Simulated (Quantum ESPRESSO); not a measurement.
# ZnSe (Stilleite): from the cell to the phonon bands, part 2 of 3

Wanted: phonon bands, density of states and zone-centre response of ZnSe (Stilleite).

Quantum ESPRESSO 7.5; DFT LDA, scalar-relativistic, plane waves, JTH PAW pseudopotentials.

So far. Step 2 (A probe with smearing): A gap of 1.0 eV opens on this mesh, so the crystal is taken as an insulator; the start stands at -2.4 GPa. Step 4 (Ground state): The cell stands at 0.035 GPa, close enough for phonons. The relaxed cell has a = 5.566 Å (conventional setting).

## 5. Linear response on the mesh

Linear response treats each wavevector in the unit cell, with no supercell; the 4×4×4 mesh fixes the range of the force constants to be had.

Input file ph.in:

```
phonons
&INPUTPH
  prefix = 'x'
  outdir = './tmp'
  fildyn = 'x.dyn'
  tr2_ph = 1.0d-18
  epsil  = .true.
  ldisp  = .true.
  nq1    = 4
  nq2    = 4
  nq3    = 4
/
```

Run with:

```sh
OMP_NUM_THREADS=1 mpirun -n 4 ph.x -nk 4 -in ph.in > ph.out
```

Numbers of over 12 decimals in the logs are rounded to 6 here.

What it wrote:

```text
[banners, grids, parts of the stress and lines that vanish by symmetry left out]
[banner, memory and clock lines left out]
Program PHONON v.7.5

[...]
Exchange-correlation= PW
                           (   1   4   0   0   0   0   0)
[...]
(   8 q-points):
[...]
kinetic-energy cut-off    =      50.0000  Ry
     charge density cut-off    =     250.0000  Ry
     convergence threshold     =      1.0E-18
[...]
Exchange-correlation= PW
                           (   1   4   0   0   0   0   0)
[...]
q = (   0.0000000   0.0000000   0.0000000 )
     25 Sym.Ops. (with q -> -q+G )
     G cutoff =  700.6244  (  19579 G-vectors)     FFT grid: ( 40, 40, 40)
     G cutoff =  560.4995  (  13851 G-vectors)  smooth grid: ( 36, 36, 36)
     number of k points=    29
[...]
Mode symmetry, T_d (-43m)  point group:
[...]
Dielectric constant
[...]
End of electric fields calculation
          Dielectric constant in cartesian axis
          (       8.143683892      -0.000000000      -0.000000000 )
          (      -0.000000000       8.143683892      -0.000000000 )
          (      -0.000000000      -0.000000000       8.143683892 )
          Effective charges (d Force / dE) in cartesian axis without acoustic sum rule applied (asr)
           atom    1  Zn    Mean Z*:        1.98691
      Ex  (        1.98691       -0.00000       -0.00000 )
      Ey  (       -0.00000        1.98691        0.00000 )
      Ez  (       -0.00000        0.00000        1.98691 )
           atom    2  Se    Mean Z*:       -2.03503
      Ex  (       -2.03503       -0.00000       -0.00000 )
      Ey  (       -0.00000       -2.03503        0.00000 )
      Ez  (       -0.00000        0.00000       -2.03503 )
          Effective charges Sum: Mean:       -0.04812
[...]
Effective charges (d Force / dE) in cartesian axis with asr applied:
           atom    1  Zn    Mean Z*:        2.01097
[...]
atom    2  Se    Mean Z*:       -2.01097
[...]
Representation #   1 modes #   1   2   3
[...]
End of self-consistent calculation
     Convergence has been achieved
     Representation #   2 modes #   4   5   6
[...]
End of self-consistent calculation
     Convergence has been achieved
[...]
Dielectric constant in cartesian axis
          (       8.143683892      -0.000000000      -0.000000000 )
          (      -0.000000000       8.143683892      -0.000000000 )
          (      -0.000000000      -0.000000000       8.143683892 )
          Effective charges (d Force / dE) in cartesian axis without acoustic sum rule applied (asr)
           atom    1  Zn    Mean Z*:        1.98691
      Ex  (        1.98691       -0.00000       -0.00000 )
      Ey  (       -0.00000        1.98691        0.00000 )
      Ez  (       -0.00000        0.00000        1.98691 )
           atom    2  Se    Mean Z*:       -2.03503
      Ex  (       -2.03503       -0.00000       -0.00000 )
      Ey  (       -0.00000       -2.03503        0.00000 )
      Ez  (       -0.00000        0.00000       -2.03503 )
          Effective charges Sum: Mean:       -0.04812
[...]
Effective charges (d Force / dE) in cartesian axis with asr applied:
           atom    1  Zn    Mean Z*:        2.01097
[...]
atom    2  Se    Mean Z*:       -2.01097
[...]
Effective charges (d P / du) in cartesian axis
[...]
q = (    0.000000000   0.000000000   0.000000000 )
[...]
freq (    1) =       0.126084 [THz] =       4.205725 [cm-1]
     freq (    2) =       0.126084 [THz] =       4.205725 [cm-1]
     freq (    3) =       0.126084 [THz] =       4.205725 [cm-1]
     freq (    4) =       6.571819 [THz] =     219.212294 [cm-1]
     freq (    5) =       6.571819 [THz] =     219.212294 [cm-1]
     freq (    6) =       6.571819 [THz] =     219.212294 [cm-1]
[...]
Mode symmetry, T_d (-43m)  point group:
     freq (   1-   3) =          4.2  [cm-1]   --> T_2  G_15 P_4   I+R
     freq (   4-   6) =        219.2  [cm-1]   --> T_2  G_15 P_4   I+R
[...]
Mode symmetry, C_3v (3m)   point group:
[...]
Representation #   1 mode #   1
[...]
End of self-consistent calculation
     Convergence has been achieved
     Representation #   2 mode #   2
[...]
End of self-consistent calculation
     Convergence has been achieved
     Representation #   3 modes #   3   4
[...]
Convergence has been achieved
     Representation #   4 modes #   5   6
[...]
Convergence has been achieved
[...]
q = (   -0.250000000   0.250000000  -0.250000000 )
[...]
freq (    1) =       1.320019 [THz] =      44.031085 [cm-1]
     freq (    2) =       1.320019 [THz] =      44.031085 [cm-1]
     freq (    3) =       3.477418 [THz] =     115.994165 [cm-1]
     freq (    4) =       6.582237 [THz] =     219.559787 [cm-1]
     freq (    5) =       6.582237 [THz] =     219.559787 [cm-1]
     freq (    6) =       7.299702 [THz] =     243.491845 [cm-1]
[...]
Mode symmetry, C_3v (3m)   point group:
     freq (   1-   2) =         44.0  [cm-1]   --> E    L_3
     freq (   3-   3) =        116.0  [cm-1]   --> A_1  L_1
     freq (   4-   5) =        219.6  [cm-1]   --> E    L_3
     freq (   6-   6) =        243.5  [cm-1]   --> A_1  L_1
[...]
Mode symmetry, C_3v (3m)   point group:
[...]
Representation #   1 mode #   1
[...]
Convergence has been achieved
     Representation #   2 mode #   2
[...]
Convergence has been achieved
     Representation #   3 modes #   3   4
[...]
Convergence has been achieved
     Representation #   4 modes #   5   6
[...]
Convergence has been achieved
[...]
q = (    0.500000000  -0.500000000   0.500000000 )
[...]
freq (    1) =       1.623653 [THz] =      54.159226 [cm-1]
     freq (    2) =       1.623653 [THz] =      54.159226 [cm-1]
[...]
Mode symmetry, C_3v (3m)   point group:
     freq (   1-   2) =         54.2  [cm-1]   --> E    L_3
     freq (   3-   3) =        175.6  [cm-1]   --> A_1  L_1
     freq (   4-   5) =        221.4  [cm-1]   --> E    L_3
     freq (   6-   6) =        221.8  [cm-1]   --> A_1  L_1
[...]
Mode symmetry, C_2v (mm2)  point group:
[...]
Convergence has been achieved
[...]
Convergence has been achieved
[...]
Convergence has been achieved
[...]
Convergence has been achieved
[...]
q = (    0.000000000   0.500000000   0.000000000 )
[...]
Mode symmetry, C_2v (mm2)  point group:
     freq (   1-   1) =         60.9  [cm-1]   --> B_1  D_3  S_3
     freq (   2-   2) =         60.9  [cm-1]   --> B_2  D_4  S_4
     freq (   3-   3) =        118.9  [cm-1]   --> A_1  D_1  S_1
     freq (   4-   4) =        220.0  [cm-1]   --> B_1  D_3  S_3
     freq (   5-   5) =        220.0  [cm-1]   --> B_2  D_4  S_4
     freq (   6-   6) =        244.6  [cm-1]   --> A_1  D_1  S_1
[...]
Mode symmetry, C_s (m)     point group:
[...]
q = (    0.750000000  -0.250000000   0.750000000 )
[...]
Mode symmetry, C_s (m)     point group:
     freq (   1-   1) =         67.1  [cm-1]   --> A''
     freq (   2-   2) =         88.3  [cm-1]   --> A'
     freq (   3-   3) =        163.6  [cm-1]   --> A'
     freq (   4-   4) =        214.0  [cm-1]   --> A'
     freq (   5-   5) =        221.9  [cm-1]   --> A''
     freq (   6-   6) =        233.3  [cm-1]   --> A'
[...]
Mode symmetry, C_s (m)     point group:
[...]
q = (    0.500000000   0.000000000   0.500000000 )
[...]
Mode symmetry, C_s (m)     point group:
     freq (   1-   1) =         61.7  [cm-1]   --> A''
     freq (   2-   2) =         88.4  [cm-1]   --> A'
     freq (   3-   3) =        147.0  [cm-1]   --> A'
     freq (   4-   4) =        215.8  [cm-1]   --> A'
     freq (   5-   5) =        219.8  [cm-1]   --> A''
     freq (   6-   6) =        237.1  [cm-1]   --> A'
[...]
Mode symmetry, D_2d (-42m) point group:
[...]
Representation #   3 modes #   3   4
[...]
Convergence has been achieved
     Representation #   4 modes #   5   6
[...]
Convergence has been achieved
[...]
q = (    0.000000000  -1.000000000   0.000000000 )
[...]
freq (    5) =       6.726386 [THz] =     224.368089 [cm-1]
     freq (    6) =       6.726386 [THz] =     224.368089 [cm-1]
[...]
Mode symmetry, D_2d (-42m) point group:
     freq (   1-   2) =         69.8  [cm-1]   --> E    X_5  W_3
     freq (   3-   3) =        200.5  [cm-1]   --> A_1  X_1  W_1
     freq (   4-   4) =        206.7  [cm-1]   --> B_2  X_3  W_2
     freq (   5-   6) =        224.4  [cm-1]   --> E    X_5  W_3
[...]
Mode symmetry, S_4 (-4)    point group:
[...]
Convergence has been achieved
[...]
Convergence has been achieved
[...]
Convergence has been achieved
[...]
Convergence has been achieved
     Representation #   5 mode #   5
[...]
End of self-consistent calculation
     Convergence has been achieved
     Representation #   6 mode #   6
[...]
End of self-consistent calculation
     Convergence has been achieved
[...]
q = (   -0.500000000  -1.000000000   0.000000000 )
[...]
freq (    1) =       2.523359 [THz] =      84.170188 [cm-1]
     freq (    2) =       2.843062 [THz] =      94.834330 [cm-1]
     freq (    3) =       5.580113 [THz] =     186.132526 [cm-1]
     freq (    4) =       5.606817 [THz] =     187.023295 [cm-1]
     freq (    5) =       6.773481 [THz] =     225.939001 [cm-1]
     freq (    6) =       7.061469 [THz] =     235.545265 [cm-1]
[...]
Mode symmetry, S_4 (-4)    point group:
     freq (   1-   1) =         84.2  [cm-1]   --> B    W_3
     freq (   2-   2) =         94.8  [cm-1]   --> E*   W_2
     freq (   3-   3) =        186.1  [cm-1]   --> A    W_1
     freq (   4-   4) =        187.0  [cm-1]   --> E    W_4
     freq (   5-   5) =        225.9  [cm-1]   --> E*   W_2
     freq (   6-   6) =        235.5  [cm-1]   --> B    W_3
```

Elapsed: 23 min, on 4 MPI ranks of Intel Xeon 6975P-C (Granite Rapids), shared host; 1.5 h of CPU time.

This step gave:

| Item | Value |
| --- | --- |
| miss of the charge sum rule | 0.04812 e |
| largest acoustic frequency at the zone centre before the sum rule | 4.21 cm⁻¹ |
| highest optical zone-centre mode (no LO-TO term) | 219.2 cm⁻¹ |
| lowest optical zone-centre mode | 219.2 cm⁻¹ |
| mean high-frequency dielectric constant | 8.144 |
| largest Born charge in size (third of the trace) | 2.035 e |
| lowest mode on the q mesh (acoustic ones at the zone centre apart) | 44.03 cm⁻¹ |

Frequencies (cm⁻¹) at each irreducible wavevector; negative means imaginary. Frequencies by wavevector:

```tsv
q (fractions)	star	mode 1	mode 2	mode 3	mode 4	mode 5	mode 6
0 0 0	1	4.21	4.21	4.21	219.2	219.2	219.2
0 0 0.25	8	44.03	44.03	116	219.6	219.6	243.5
0 0 -0.5	4	54.16	54.16	175.6	221.4	221.4	221.8
0 0.25 0.25	6	60.91	60.91	118.9	220	220	244.6
0 0.25 -0.5	24	67.08	88.31	163.6	214	221.9	233.3
0 0.25 -0.25	12	61.66	88.44	147.1	215.8	219.8	237.1
0 -0.5 -0.5	3	69.82	69.82	200.4	206.7	224.4	224.4
0.25 -0.5 -0.25	6	84.17	94.83	186.1	187	225.9	235.6
```

Born charge (rows field, columns displacement), before the sum rule (e), principal values of the symmetric part by kind of site:

```tsv
atom	atoms with these values	low	middle	high	mean
Zn1	1	1.99	1.99	1.99	1.99
Se2	1	-2.04	-2.04	-2.04	-2.04
```

In full for Zn1:

```
1.99 0.00 0.00
0.00 1.99 0.00
0.00 0.00 1.99
```

High-frequency dielectric tensor:

```
8.14 0.00 0.00
0.00 8.14 0.00
0.00 0.00 8.14
```

The acoustic modes at Γ come out as far as 4.2 cm⁻¹ from zero, where they should vanish, a small numerical error; the Born charges miss their sum rule by 0.048 e, which is fair.

## 6. Fourier transform to real space

The dynamical matrices of the mesh are Fourier-transformed to force constants in real space, after the long-range dipole part is taken out.

Input file q2r.in:

```
&INPUT
  fildyn = 'x.dyn'
  zasr   = 'simple'
  flfrc  = 'x.fc'
/
```

Run with:

```sh
q2r.x < q2r.in > q2r.out
```

What it wrote:

```text
[banners, grids, parts of the stress and lines that vanish by symmetry left out]
[banner, memory and clock lines left out]
Program Q2R v.7.5

  reading grid info from file x.dyn0

  reading force constants from file x.dyn1
 macroscopic fields = T
   8.14368  -0.00000  -0.00000
  -0.00000   8.14368  -0.00000
[...]
na=            1
[...]
na=            2
[...]
-0.00000  -2.03503   0.00000
  -0.00000   0.00000  -2.03503
  alpha Ewald:    2.802498
  nqs=            1
 q=   0.00000000  0.00000000  0.00000000
  reading force constants from file x.dyn2
  alpha Ewald:    2.802498
  nqs=            8
 q=  -0.25000000  0.25000000 -0.25000000
[...]
reading force constants from file x.dyn7
  alpha Ewald:    2.802498
  nqs=            3
[...]
reading force constants from file x.dyn8
  alpha Ewald:    2.802498
  nqs=            6
[...]
q=   0.00000000 -0.50000000 -1.00000000
 q=   0.00000000  0.50000000 -1.00000000

      q-space grid ok, #points =   64

      fft-check success (sum of imaginary terms < 10^-12)
```

Elapsed: 0.75 s, on 1 thread.

## 7. Interpolated phonon bands

From the force constants any wavevector is cheap; points of the mesh come back as solved, but for the sum rule and, in polar crystals, the LO-TO term at Γ; the rest is interpolation.

Input file matdyn.in:

```
&INPUT
  asr              = 'simple'
  flfrc            = 'x.fc'
  flfrq            = 'x.freq'
  flvec            = 'x.modes'
  q_in_band_form   = .true.
  q_in_cryst_coord = .true.
/
8
  0.0000000   0.0000000   0.0000000  12  ! GAMMA
 -0.0000000   0.5000000   0.5000000  12  ! X
 -0.0000000   0.6250000   0.3750000   1  ! U
 -0.3750000   0.3750000   0.0000000  12  ! K
  0.0000000   0.0000000   0.0000000  12  ! GAMMA
 -0.0000000   0.5000000   0.0000000  12  ! L
 -0.2500000   0.5000000   0.2500000  12  ! W
 -0.0000000   0.5000000   0.5000000   1  ! X
```

Run with:

```sh
matdyn.x -in matdyn.in > matdyn.out
```

What it wrote:

```text
[banner, memory and clock lines left out]
Program MATDYN v.7.5

 mass for atomic type   1 not given; uses mass from file x.fc
 mass for atomic type   2 not given; uses mass from file x.fc
```

It took 0.66 s on 1 thread.

Read from the output:

* lowest frequency on the path: 0 cm⁻¹

Matdyn.x, sum rule simple. The phonon branches at the labelled points (cm⁻¹):

```tsv
point	branch 1	branch 2	branch 3	branch 4	branch 5	branch 6
Γ	0	0	0	219	219	253
halfway	61	61	119	220	220	245
X	70	70	200	207	224	224
halfway	70	79	195	202	224	229
U	70	91	184	199	222	236
jump to K	70	91	184	199	222	236
halfway	50	76	122	219	223	238
Γ	0	0	0	219	219	253
halfway	44	44	116	220	220	244
L	54	54	176	221	221	222
halfway	69	86	167	209	222	234
W	84	95	186	187	226	236
halfway	77	82	192	197	226	231
X	70	70	200	207	224	224
```

The phonon branches as a text plot (rows in cm⁻¹):

```
    247 |*******                  ***********
    237 |       **      **********           ***     *********
    226 |        ***********    ***             *****************
    216 |********   *       ********************* ****
    205 |            **** ****                        **       **
    195 |           * ****                              **  ****
    184 |                *                                ***
    174 |          *      **                     ****  ***
    163 |         *         *                   *    **
    153 |        *           *                 *
    142 |                     *               *
    132 |       *              *             *
    121 |      *                *           *
    111 |                        *
    100 |     *                            *
     89 |                ******   *                   ********
     79 |    *         **      **         *          * ********
     68 |   *   **************   * *     *          ***        **
     58 |     **              **  *            ******
     47 |  * *                  ** **   *   ***
     37 |   *                     *       **
     26 | **                       ****  *
     16 | *                         *** *
      5 |*                           ***
         Γ           X  U|K            Γ         L        W     X
```

All branches are real along the path.

## 8. Sums over the zone

Sums over the zone need many more wavevectors than were solved, so the interpolation is sampled on a dense mesh.

Input file matdyn.in:

```
&INPUT
  asr    = 'simple'
  flfrc  = 'x.fc'
  dos    = .true.
  fldos  = 'x.dos'
  nk1    = 14
  nk2    = 14
  nk3    = 14
  deltaE = 0.3
/
```

Run with:

```sh
matdyn.x -in matdyn.in > matdyn.out
```

What it wrote:

```text
[banner, memory and clock lines left out]
Program MATDYN v.7.5

 mass for atomic type   1 not given; uses mass from file x.fc
 mass for atomic type   2 not given; uses mass from file x.fc
```

Wall time 5 s (1 thread).

Numbers from this step:

```
share of modes beyond 3i cm⁻¹ on the dense interpolated mesh : 0
zero-point energy per atom                                   : 29.89 meV
heat capacity at 300 K                                       : 23.54 J/(mol atoms K)
vibrational entropy at 300 K                                 : 35.45 J/(mol atoms K)
```

The phonon density of states has structure finer than the step of the table below, so its rows give means over 10 cm⁻¹, whole bins alone (the curve runs from 0 to 252 cm⁻¹). Peaks (cm⁻¹: height): total 70.5: 0.0834, 220.5: 0.296, 235.5: 0.147; Se 70.5: 0.0358, 220.5: 0.152, 235.5: 0.0912; Zn 70.5: 0.0476, 220.5: 0.143, 235.5: 0.0557.

Tetrahedra. Table of phonon density of states by wavenumber; means over each step; values in 1/cm⁻¹/cell:

```tsv
wavenumber (cm⁻¹)	total	Se	Zn
10	1.6e-4	8.7e-5	7.1e-5
20	0.00116	6.2e-4	5.4e-4
30	0.00309	0.00164	0.00145
40	0.00663	0.00342	0.00320
50	0.0161	0.00805	0.00810
60	0.0393	0.0187	0.0206
70	0.0618	0.0269	0.0349
80	0.0415	0.0170	0.0244
90	0.0349	0.0136	0.0213
100	0.00240	0.00127	0.00113
110	0.00324	0.00170	0.00153
120	0.00443	0.00231	0.00213
130	0.00600	0.00308	0.00292
140	0.00823	0.00416	0.00407
150	0.0116	0.00579	0.00586
160	0.0191	0.00927	0.00981
170	0.0250	0.0122	0.0127
180	0.0112	0.00652	0.00472
190	0.00455	0.00287	0.00168
200	0.0156	0.00693	0.00870
210	0.0295	0.0141	0.0154
220	0.151	0.0793	0.0721
230	0.0584	0.0356	0.0228
240	0.0394	0.0225	0.0169
```

Harmonic thermodynamic functions per atom, summed over the density of states scaled to three modes an atom; melting is ignored. Thermodynamic functions:

```tsv
T (K)	F_vib (meV/atom)	S (J/mol-atom/K)	C_V (J/mol-atom/K)
0	29.89	0	0
50	29.13	4.525	7.893
100	24.66	12.74	16.05
200	4.04	26.19	21.98
300	-28.17	35.45	23.54
400	-68.63	42.32	24.14
500	-115.4	47.74	24.42
600	-167.2	52.21	24.58
700	-223.4	56	24.68
800	-283.2	59.3	24.74
900	-346.2	62.22	24.78
1000	-412	64.83	24.81
```

At 300 K the heat capacity has reached 94 % of the Dulong-Petit value.

## 9. Zone-centre analysis

A rigid shift of the crystal must cost nothing, but grids and finite bases break this; the acoustic sum rule is imposed before the matrix is diagonalised again. With Born charges the intensities follow, and the static dielectric tensor.

Input file dynmat.in:

```
&INPUT
  fildyn = 'x.dyn1'
  asr    = 'simple'
  fileig = 'dynmat.eig'
  lperm  = .true.
/
```

Run with:

```sh
dynmat.x -in dynmat.in > dynmat.out
```

What it wrote:

```text
[banner, memory and clock lines left out]
Program DYNMAT v.7.5

     Reading Dynamical Matrix from file x.dyn1
     ...Force constants read
     ...epsilon and Z* read
     A direction for q was not specified:TO-LO splitting will be absent

     Polarizability (A^3 units)
     multiply by 0.295751 for Clausius-Mossotti correction
        24.508303   -0.000000   -0.000000
        -0.000000   24.508303   -0.000000
        -0.000000   -0.000000   24.508303

     IR activities are in (D/A)^2/amu units

# mode   [cm-1]    [THz]      IR
    1      0.00    0.0000    0.0000
    2      0.00    0.0000    0.0000
    3      0.00    0.0000    0.0000
    4    219.16    6.5704    2.6085
    5    219.16    6.5704    2.6085
    6    219.16    6.5704    2.6085

Electronic dielectric permittivity tensor (relative, adimensional)
         8.143684   -0.000000   -0.000000
        -0.000000    8.143684   -0.000000
        -0.000000   -0.000000    8.143684

 ... with zone-center polar mode contributions
        10.830272    0.000000    0.000000
         0.000000   10.830272    0.000000
         0.000000    0.000000   10.830272
```

The job ended after 0.65 s (1 thread).

This step gave:

- mean static dielectric constant: 10.83

Unit eigenvectors of the mass-weighted matrix after the sum rule; no LO-TO term. Modes at Γ, with each element's share of the kinetic energy:

```tsv
mode	frequency (cm⁻¹)	symmetry	Zn %	Se %
1	0.0	acoustic	45	55
2	0.0	acoustic	45	55
3	0.0	acoustic	45	55
4	219.2	T2	55	45
5	219.2	T2	55	45
6	219.2	T2	55	45
```

Displacements in mode 5 (219.2 cm⁻¹), the largest set to 1:
```
Zn1  0.00  0.00  1.00
Se2  0.00  0.00 -0.83
```

Degenerate modes summed, no LO-TO term. Infrared lines, with heights relative to the strongest:

```tsv
position (cm⁻¹)	lines merged	label	IR intensity, relative
219	3	T2	100
```

Static dielectric tensor (ions relaxed, fixed cell):

```
10.83  0.00  0.00
 0.00 10.83  0.00
 0.00  0.00 10.83
```

The rule moves no optical mode by more than 0.1 cm⁻¹.

(Continued in part 3 of 3.)

[Host names and launcher messages were left out of these logs when they were recorded.]

[Logs are printed without paths, hosts, clocks, repeated set-up lines and the standing remarks that a program may print on its own settings, such as how far it seeks lower states.]

[Hosts, paths, dates, database ids (printed as entryN), source tags and the programs' standing remarks are cut or masked in the printed files.]
